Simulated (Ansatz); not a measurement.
## Quasiparticle gap of LaVO4 (P2_1/c)

Aim: the quasiparticle gap of LaVO4 (P2_1/c), starting from r2SCAN.

Method: r2SCAN, then G0W0 on it, plane waves, PAW, in Ansatz 0.2.0.

**What was measured.**

- Gap 3.5 ± 0.2 eV: earlier reported experimental gap; powder (literature value) (quoted in “Structural phase transition and its consequences on optical behavior of LaV1-xNbxO4”, 2021, arxiv:2102.02442).

- Gap 3.4 eV: indirect optical gap from Tauc plot; diffuse reflectance, Kubelka-Munk; 300 K; powder (solid-state reaction, sintered at 1250 C) (“Structural phase transition and its consequences on optical behavior of LaV1-xNbxO4”, 2021, arxiv:2102.02442).

## Step 1: Starting point

The structure is monoclinic, space group P2_1/c (No. 14). The conventional cell has a = 6.725 Å, b = 7.283 Å, c = 8.399 Å, α = 90.00°, β = 125.80°, γ = 90.00°. Nearest to La lie 9 O at 2.49 to 2.89 Å. V has 4 O at 1.70 to 1.72 Å nearest. O has 1 V at 1.72 Å and 2 La at 2.49 to 2.53 Å nearest. Nearest to O lie 1 V at 1.70 Å and 2 La at 2.50 to 2.53 Å. Nearest to O lie 1 V at 1.70 Å and 2 La at 2.52 to 2.68 Å. Nearest to O lie 1 V at 1.72 Å and 3 La at 2.56 to 2.89 Å. Farther neighbours and most contacts between anions are not listed.

The cell and positions come from the Crystallography Open Database and are kept as given unless a step says otherwise. Spin-orbit coupling is left out unless a step names it. The default PAW set here is soft_2. Its files were made with PBE.

## Step 2: The r2SCAN band structure

Levels along a band path and on the mesh show where this functional puts the band edges.

This step: DFT, r2SCAN, plane waves, PAW.

input.yaml reads:

```yaml
crystal:
  lattice:
    - [6.725, 0.0, 0.0]
    - [0.0, 7.2827, 0.0]
    - [-4.9123006198, 0.0, 6.8121466218]
  atoms:
    - { symbol: La, position: [0.827399, 0.157198, 0.723776] }
    - { symbol: La, position: [0.172601, 0.657198, 0.776224] }
    - { symbol: La, position: [0.172601, 0.842802, 0.276224] }
    - { symbol: La, position: [0.827399, 0.342802, 0.223776] }
    - { symbol: V, position: [0.31429, 0.16481, 0.69917] }
    - { symbol: V, position: [0.68571, 0.66481, 0.80083] }
    - { symbol: V, position: [0.68571, 0.83519, 0.30083] }
    - { symbol: V, position: [0.31429, 0.33519, 0.19917] }
    - { symbol: O, position: [0.8171, 0.4979, 0.7446] }
    - { symbol: O, position: [0.1829, 0.9979, 0.7554] }
    - { symbol: O, position: [0.1829, 0.5021, 0.2554] }
    - { symbol: O, position: [0.8171, 0.0021, 0.2446] }
    - { symbol: O, position: [0.6098, 0.2795, 0.3821] }
    - { symbol: O, position: [0.3902, 0.7795, 0.1179] }
    - { symbol: O, position: [0.3902, 0.7205, 0.6179] }
    - { symbol: O, position: [0.6098, 0.2205, 0.8821] }
    - { symbol: O, position: [0.6587, 0.895, 0.4829] }
    - { symbol: O, position: [0.3413, 0.395, 0.0171] }
    - { symbol: O, position: [0.3413, 0.105, 0.5171] }
    - { symbol: O, position: [0.6587, 0.605, 0.9829] }
    - { symbol: O, position: [0.8898, 0.8436, 0.8857] }
    - { symbol: O, position: [0.1102, 0.3436, 0.6143] }
    - { symbol: O, position: [0.1102, 0.1564, 0.1143] }
    - { symbol: O, position: [0.8898, 0.6564, 0.3857] }
kpoints:
  mp_grid: { grid: [4, 4, 4] }
  band_path:
    path:
      - [0.0, 0.0, 0.0]
      - [0.0, 0.5, 0.0]
      - [0.0, 0.5, 0.5]
      - [0.0, 0.0, 0.5]
      - [0.0, 0.0, 0.0]
      - [-0.5, 0.0, 0.5]
      - [-0.5, 0.5, 0.5]
      - [0.0, 0.5, 0.0]
      - [-0.5, 0.5, 0.0]
      - [-0.5, 0.0, 0.0]
      - [0.0, 0.0, 0.0]
    npoints: 10
hamiltonian:
  xc: r2scan
scf:
  occupations: { method: fermi_dirac, width: 0.02 }
  n_extra_bands: 12
output:
  eigenvalues: true
  forces: true
  stress: true
```

Run with:

```sh
ansatz run input.yaml --threads 24 --pin off --max-ram 82944MiB --backend cuda --events-out ev --progress --plain --runs-dir out --devices 1 --max-vram 78GiB
```

Numbers of over 12 decimals in the logs are rounded to 6 here.

Output:

```text
scf.n_extra_bands = 12 over 96 filled bands (N_el = 192.0): the run solves 108 bands
GPUs: using 1 of 1 available (devices: 1).
Engine: ansatz 0.2.0, aarch64-unknown-linux-gnu
Pseudopotentials: kind: paw
Pseudopotential: La, paw, valence charge 11, recommended cutoff 500 eV (meta_gga), La.paw.azcp
Pseudopotential: V, paw, valence charge 13, recommended cutoff 500 eV (meta_gga), V.paw.azcp
Pseudopotential: O, paw, valence charge 6, recommended cutoff 500 eV (meta_gga), O.paw.azcp
Functional definition: r2SCAN
  parameter k0 = 0.174
  parameter k1 = 0.065
  parameter a1 = 4.9479
  exchange = r2scan_x(k0 = k0, k1 = k1, a1 = a1)
  correlation = r2scan_c
[...]
Crystal: 24 atoms, lattice volume = 333.633 Å³
Basis set: ecut = 500 eV, 8465 PW (Γ), exchange–correlation on 200×216×256 points (64 copies of the dense FFT grid, shifted against one another)
Bands: 108, of which v1, the nominal top of the filled ones, is band 96 counted from 1 (95 counted from 0)
Symmetry: 4 space group operations
Space group: P21/c (ITA 14), of the structure as read, at distance tolerance 6.9e-5 Å
k-points: 30 of 64
Non-local potential: La, projectors of the file, l = 0: 3, l = 1: 2, l = 2: 2, l = 3: 3
Non-local potential: V, projectors of the file, l = 0: 3, l = 1: 2, l = 2: 3, l = 3: 1
Non-local potential: O, projectors of the file, l = 0: 2, l = 1: 2, l = 2: 1
PAW form: soft (Blöchl's): semilocal exchange-correlation on the pseudo side does not see the compensation charge
PAW frozen core: La, regenerated for the run's functional (the file was generated under x = pbe(κ = 0.804, μ = 0.219515), c = pbe(β = 0.066725))
PAW frozen core: V, regenerated for the run's functional (the file was generated under x = pbe(κ = 0.804, μ = 0.219515), c = pbe(β = 0.066725))
PAW frozen core: O, regenerated for the run's functional (the file was generated under x = pbe(κ = 0.804, μ = 0.219515), c = pbe(β = 0.066725))
PAW one-centre angular grid: La, 974 points (default); XC on 160 Gauss nodes
PAW one-centre angular grid: V, 590 points (default); XC on 160 Gauss nodes
PAW one-centre angular grid: O, 302 points (default); XC on 160 Gauss nodes
Initial density: superposition of atomic densities (neutral atoms: chi_scale 0, normalization atom), corrected by the library's trained network
Initial wavefunctions: pseudopotential atomic-orbital guess
[...]
Functional: x = r2scan, c = r2scan; τ floored in thin density (d = 2e-4 eV/Å³)
SCF iter   1: F=—  HF=-45861.129103 eV  |F-HF|=—  |Δ(HF+E_count)|=         —  Δρ=2.31e-2  dr2=2.14e0  dr2_τ=1.44e0  ethr=1.77e-3  ⟨swp⟩=8.3  Hψ=12953  notcnv=0
preconditioner: auto → Resta (q_TF=auto, 2.488 Å⁻¹)  ε∞=5.5  [insulator: Δε(μ)=4.340 eV  Ē_g=11.815 eV  σ=0.020 eV  W_gap=1.00  n_scr=82 (ndim 8)  ℏωp=25.1 eV  f_vac=0.045  D(μ)=0.00/eV (n_scr^D=0)  ε∞_Penn≈5.5]
SCF iter   2: F=—  HF=-45861.545734 eV  |F-HF|=—  |Δ(HF+E_count)|=   4.17e-1  Δρ=2.18e-2  dr2=1.66e0  dr2_τ=1.75e-1  ethr=1.12e-3  ⟨swp⟩=3.0  Hψ=7081  notcnv=0  defer=120
SCF iter   3: F=—  HF=-45861.346734 eV  |F-HF|=—  |Δ(HF+E_count)|=   1.99e-1  Δρ=4.48e-3  dr2=6.21e-2  dr2_τ=2.99e-3  ethr=8.62e-4  ⟨swp⟩=3.0  Hψ=5033  notcnv=0  defer=120
SCF iter   4: F=—  HF=-45861.336967 eV  |F-HF|=—  |Δ(HF+E_count)|=   9.77e-3  Δρ=1.98e-3  dr2=1.43e-2  dr2_τ=8.96e-4  ethr=3.23e-5  ⟨swp⟩=3.4  Hψ=6018  notcnv=0  defer=120
SCF iter   5: F=—  HF=-45861.336655 eV  |F-HF|=—  |Δ(HF+E_count)|=   3.12e-4  Δρ=5.95e-4  dr2=1.14e-3  dr2_τ=1.35e-4  ethr=7.44e-6  ⟨swp⟩=2.0  Hψ=4799  notcnv=0  defer=120
SCF iter   6: F=—  HF=-45861.333593 eV  |F-HF|=—  |Δ(HF+E_count)|=   3.06e-3  Δρ=2.92e-4  dr2=3.68e-4  dr2_τ=1.50e-5  ethr=5.96e-7  ⟨swp⟩=2.0  Hψ=4636  notcnv=0  defer=120
[...]
SCF iter   9: F=—  HF=-45861.334650 eV  |F-HF|=—  |Δ(HF+E_count)|=   5.42e-8  Δρ=1.56e-5  dr2=9.50e-7  dr2_τ=9.56e-8  ethr=1.99e-9  ⟨swp⟩=2.0  Hψ=5278  notcnv=0  defer=120
SCF iter  10: F=—  HF=-45861.334650 eV  |F-HF|=—  |Δ(HF+E_count)|=   1.47e-8  Δρ=6.02e-6  dr2=1.71e-7  dr2_τ=7.39e-9  ethr=4.95e-10  ⟨swp⟩=2.0  Hψ=4454  notcnv=0  defer=120
[...]
SCF 1 converged in 11 iterations: F = -45861.334650 eV  dr2 = 6.16e-9
[...]
SCF converged after 11 iterations
[...]
atom  21  O     -0.09444143    -0.09099480    -0.03138318
  atom  22  O      0.09444143    -0.09099480     0.03138318
  atom  23  O      0.09444143     0.09099480     0.03138318
  atom  24  O     -0.09444143     0.09099480    -0.03138318
  max |Σ_I F_I| component: 5.55e-17 eV/Å
--- Stress (GPa, compression-positive) ---
       -0.520848       0.000000       0.139934
        0.000000      -0.123224       0.000000
        0.139939       0.000000      -0.382110
  P = ⅓ Tr σ = -0.3421 GPa (-3.421 kbar)
--- Band table (eV; the first three rows and the last of 30) ---
  k-point 0: bands = ["-59.0159", "-59.0158", "-59.0157", "-59.0157", "-31.9149", "-31.9147", "-31.9140", "-31.9135", "-31.8280", "-31.8271", "-31.8259", "-31.8258", "-31.7854", "-31.7849", "-31.7835", "-31.7831", "-23.7402", "-23.6973", "-23.6867", "-23.6857", "-10.7769", "-10.7554", "-10.7467", "-10.7303", "-10.5859", "-10.3765", "-10.3510", "-10.2858", "-10.2494", "-10.1911", "-10.1807", "-10.0756", "-10.0227", "- [...]
  k-point 1: bands = ["-59.0158", "-59.0158", "-59.0157", "-59.0157", "-31.9148", "-31.9145", "-31.9142", "-31.9136", "-31.8277", "-31.8269", "-31.8262", "-31.8260", "-31.7853", "-31.7850", "-31.7835", "-31.7832", "-23.7338", "-23.7034", "-23.6865", "-23.6858", "-10.8333", "-10.8132", "-10.7579", "-10.7366", "-10.4542", "-10.3963", "-10.3756", "-10.3136", "-10.2955", "-10.1978", "-10.1416", "-10.1333", "-10.0377", "- [...]
  k-point 2: bands = ["-59.0158", "-59.0158", "-59.0157", "-59.0157", "-31.9145", "-31.9145", "-31.9141", "-31.9141", "-31.8270", "-31.8270", "-31.8265", "-31.8265", "-31.7851", "-31.7851", "-31.7833", "-31.7833", "-23.7185", "-23.7185", "-23.6861", "-23.6861", "-10.8523", "-10.8523", "-10.7669", "-10.7669", "-10.4394", "-10.4394", "-10.3188", "-10.3188", "-10.2444", "-10.2444", "-10.1496", "-10.1496", "-10.0127", "- [...]
  k-point 29: bands = ["-59.0158", "-59.0158", "-59.0158", "-59.0158", "-31.9145", "-31.9145", "-31.9144", "-31.9144", "-31.8270", "-31.8270", "-31.8265", "-31.8265", "-31.7844", "-31.7844", "-31.7841", "-31.7841", "-23.7108", "-23.7108", "-23.6911", "-23.6911", "-10.9939", "-10.9939", "-10.8439", "-10.8439", "-10.5632", "-10.5632", "-10.2605", "-10.2605", "-10.1017", "-10.1017", "-10.0067", "-10.0067", "-9.9237", "- [...]
```

Run time: 8.2 s. Hardware: 1 × NVIDIA GB200 (shared by 2 runs) with 24 threads of Arm Neoverse V2, shared host; peak memory 1.6 GiB; 58 s of CPU time.

The column dr2 measures how far the density is from self-consistency, as an energy; F and HF (Harris–Foulkes) agree once it is small.

This step gave:

| Property | Result |
| --- | --- |
| pressure | -0.3421 GPa |
| filled bands | 96 |
| gap | 3.913 eV |
| valence top at | Y_2 |
| conduction bottom at | k = (-0.500, 0.350, 0.000) |
| least direct gap | 3.997 eV |

Over mesh and path the gap is 3.913 eV, from k = (-0.500, 0.000, 0.000) to k = (-0.500, 0.350, 0.000). The least direct gap found is 3.997 eV, at k = (-0.500, 0.100, 0.000). On the 4×4×4 mesh alone the same run gives 3.920 eV, so that mesh misses an edge of r2SCAN: 3.920 − 3.913 = +0.007 eV.

Electronic bands along the path, in eV, zero at the top of the highest nominally filled band:

| point | band 93 | band 94 | band 95 | band 96 | band 97 | band 98 | band 99 | band 100 |
| --- | --- | --- | --- | --- | --- | --- | --- | --- |
| Γ | -0.33 | -0.30 | -0.28 | -0.16 | 3.96 | 4.08 | 4.11 | 4.14 |
| halfway | -0.35 | -0.28 | -0.16 | -0.15 | 3.99 | 4.05 | 4.12 | 4.12 |
| Z | -0.30 | -0.30 | -0.11 | -0.11 | 4.04 | 4.04 | 4.08 | 4.08 |
| halfway | -0.31 | -0.31 | -0.11 | -0.11 | 4.01 | 4.01 | 4.09 | 4.09 |
| D | -0.38 | -0.38 | -0.11 | -0.11 | 4.03 | 4.03 | 4.05 | 4.05 |
| halfway | -0.45 | -0.45 | -0.14 | -0.14 | 3.98 | 3.98 | 4.11 | 4.11 |
| B | -0.42 | -0.42 | -0.18 | -0.18 | 3.96 | 3.96 | 4.13 | 4.13 |
| halfway | -0.41 | -0.29 | -0.19 | -0.19 | 3.92 | 4.08 | 4.10 | 4.12 |
| Γ | -0.33 | -0.30 | -0.28 | -0.16 | 3.96 | 4.08 | 4.11 | 4.14 |
| halfway | -0.41 | -0.38 | -0.18 | -0.15 | 3.99 | 4.12 | 4.16 | 4.17 |
| A | -0.33 | -0.33 | -0.15 | -0.15 | 4.06 | 4.06 | 4.19 | 4.19 |
| halfway | -0.36 | -0.36 | -0.16 | -0.16 | 4.07 | 4.07 | 4.17 | 4.17 |
| E | -0.37 | -0.37 | -0.15 | -0.15 | 4.08 | 4.08 | 4.14 | 4.14 |
| halfway | -0.30 | -0.30 | -0.15 | -0.15 | 4.05 | 4.05 | 4.14 | 4.14 |
| Z | -0.30 | -0.30 | -0.11 | -0.11 | 4.04 | 4.04 | 4.08 | 4.08 |
| halfway | -0.30 | -0.30 | -0.16 | -0.16 | 3.96 | 3.96 | 4.10 | 4.10 |
| C2 | -0.28 | -0.28 | -0.21 | -0.21 | 3.93 | 3.93 | 4.11 | 4.11 |
| halfway | -0.42 | -0.30 | -0.22 | -0.10 | 3.93 | 4.04 | 4.11 | 4.13 |
| Y2 | -0.38 | -0.35 | -0.28 | 0.00 | 4.01 | 4.04 | 4.13 | 4.15 |
| halfway | -0.39 | -0.37 | -0.26 | -0.09 | 3.96 | 4.06 | 4.14 | 4.15 |
| Γ | -0.33 | -0.30 | -0.28 | -0.16 | 3.96 | 4.08 | 4.11 | 4.14 |

[end of part 1 of 2]

[Paths, hosts, dates, memory and timing lines, banners, echoed tables and standing remarks are left out of the program output.]

[Logs are printed without paths, hosts, clocks, repeated set-up lines and the standing remarks that a program may print on its own settings, such as how far it seeks lower states.]

[Runs of the session that timed out or met a known fault of the program may be left out.]

[Cells called generated may have been cut or substituted from an entry of the Crystallography Open Database or the Materials Project.]

[Hosts, paths, dates, database ids (printed as entryN), source tags and the programs' standing remarks are cut or masked in the printed files.]

[Where an RPA ε∞ is given, it is that of the G0W0 mesh and is not shown converged in it. Names of k-points follow the symmetry that the program found, which can be lower than the space group named. Band edges on a path are those of the sampled points; other points can move an edge, and change direct to indirect where valleys lie close.]

[Hybrid gaps are those of their k-mesh and are not shown converged in it.]
